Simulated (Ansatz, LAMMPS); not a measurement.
# Static equation of state of glassy 68SiO2-14MgO-11ZnO-7BaO (mol %) (75 atoms)

Density of this cell: 3.07 g/cm³. The cell holds 75 atoms: 19 Si, 4 Mg, 3 Zn, 2 Ba and 47 O. Its edges and angles: a = 9.999 Å, b = 10.129 Å, c = 9.916 Å, α = 90.0°, β = 88.2°, γ = 90.8°. The starting structure: 75 atoms (19 Si, 4 Mg, 3 Zn, 2 Ba, 47 O) placed at random at 3.15 g/cm³, melted at 4000 K for 10 ps at fixed volume with the Morse and Coulomb pair potential with partial charges (Pedone, Malavasi, Menziani, Cormack and Segre, J. Phys. Chem. B 110, 11780 (2006)). Quenched from 4000 K to 300 K at 25 K/ps and fixed volume, held 5 ps, then minimised at fixed cell.

Calculated with Ansatz 0.2.0: Kohn-Sham DFT, PBE, PAW (set soft_2), plane waves; cutoff 420 eV, Γ point, fixed occupations. Cell and atoms were relaxed first, to V0 = 13.384 Å³ an atom at a residual P0 = -0.012 GPa. The cell was then scaled evenly, and the atoms were relaxed at each volume.

| volume (Å³/atom) | pressure (GPa) |
| --- | --- |
| 12.045 | 6.613 |
| 12.581 | ? |
| 12.982 | 1.775 |
| 13.785 | -1.515 |
| 14.187 | -1.892 |

**Question.** Fit the third-order Birch–Murnaghan equation to the rows given and interpolate to the withheld row.

**Working.**

Take the Eulerian strain f = ½[(V0/V)^(2/3) − 1] and the normalised pressure F = (P − P0) / [3f(1 + 2f)^(5/2)]. The third-order Birch–Murnaghan equation is then the line F = B0 + (3/2)B0(B′ − 4) f, so u = f and v = F.

```
      u = f  v = F (GPa)
  0.0363831      50.9203
  0.0102570      55.1881
-0.00975667      53.9516
 -0.0190506      36.2623
```

With n = 4: mean u = 0.00445821, mean v = 49.0806, Σ(u − ū)² = 0.0018076, Σ(u − ū)(v − v̄) = 0.32625. Slope b = 0.32625 / 0.0018076 = 180.49; intercept a = v̄ − b ū = 48.276.

So B0 = a = 48.3 GPa and B′ = 4 + 2b/(3a) = 6.49. At the withheld volume f = 0.02106, F = a + b f = 52.08 GPa, and P = P0 + 3f(1 + 2f)^(5/2) F.

Prediction at 12.581: 3.635 GPa. The run gave 3.279 GPa, so the fit is high by 0.36 GPa (11 % of the value).

The series isn't one smooth equation of state: even a line fitted to all rows, the withheld one included, misses F by up to 23.3 %, the count of bonds changes along the series, an atom moves over 0.5 Å in some relaxation and a scaled cell ends below the relaxed one in energy. B0 and B′ are then only the numbers of this fit, not moduli of the material. Among the rows given, the largest miss of the fit is at 12.045, by 0.51 GPa (6.0 % of the range of the table).

Limits: Static cells at zero temperature; the cell shape is held. The program notes that the SCF threshold of these relaxations is loose for the stress. The quench rate of 25 K/ps is many orders above laboratory rates, so the cell is likely richer in defects and strain than a real sample. The network of bonds at the start is that of the classical potential that made the cell, and needn't be the one that DFT or experiment would give. Only the Γ point is sampled, in a cell whose shortest periodic width is 10 Å.

[Logs are printed without paths, hosts, clocks, repeated set-up lines and the standing remarks that a program may print on its own settings, such as how far it seeks lower states.]

[Hosts, paths, dates, database ids (printed as entryN), source tags and the programs' standing remarks are cut or masked in the printed files.]
